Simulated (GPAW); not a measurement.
### How the form of the self-energy moves the gap of SrHfN2 (R-3m)

Symmetry: R-3m, No. 166, trigonal system. Conventional cell: a = 3.357 Å, b = 3.357 Å, c = 17.766 Å, α = 90.00°, β = 90.00°, γ = 120.00°. Nearest to Sr lie 6 N at 2.64 Å. Nearest to Hf lie 6 N at 2.26 Å. N has 3 Hf at 2.26 Å and 3 Sr at 2.64 Å nearest. Farther neighbours and most contacts between anions are not listed.

```yaml
method: DFT, LDA, plane waves, PAW (and 3 further levels or steps)
program: GPAW 26.7.0
settings_of_one_run: cutoff 600 eV, GPAW PAW setups 1.2.1 data release, 4×4×4 k-mesh, nbands 204
cost: 6 runs, 11 min in all on 4 MPI ranks of Arm Neoverse V2, shared host (the runs of this entry)
notes: The cell and positions are those that the Materials Project relaxed with its own functionals (PBE, PBE+U or r2SCAN), kept fixed. Limits: no spin-orbit coupling. Bands and cutoff are finite, so the gap is not at the basis limit. The miss can reach some tenths of an eV and take either sign; the mesh is an error of its own. The program warns of a poor linear fit in the extrapolation of some level, so the extrapolated values are rough.
g0w0_godby_needs_plasmon_pole: 0.793 eV
one_shot_hse06: 1.623 eV
g0w0_extrapolated_in_the_cutoff: 1.193 eV
one_shot_hartree_fock: 7.658 eV
g0w0_full_frequency_hilbert_transform: 0.819 eV
known_limits: not at the basis limit; no spin-orbit coupling
```

One-shot HSE06: +0.830 eV against G0W0, Godby-Needs plasmon pole. G0W0, extrapolated in the cutoff: +0.401 eV against G0W0, Godby-Needs plasmon pole, at other bands or cutoff, so not like for like.

[Paths, hosts, dates, memory and timing lines, banners, echoed tables and standing remarks are left out of the program output.]

[Logs are printed without paths, hosts, clocks, repeated set-up lines and the standing remarks that a program may print on its own settings, such as how far it seeks lower states.]

[Runs of the session that timed out or met a known fault of the program may be left out.]

[Hosts, paths, dates, database ids (printed as entryN), source tags and the programs' standing remarks are cut or masked in the printed files.]
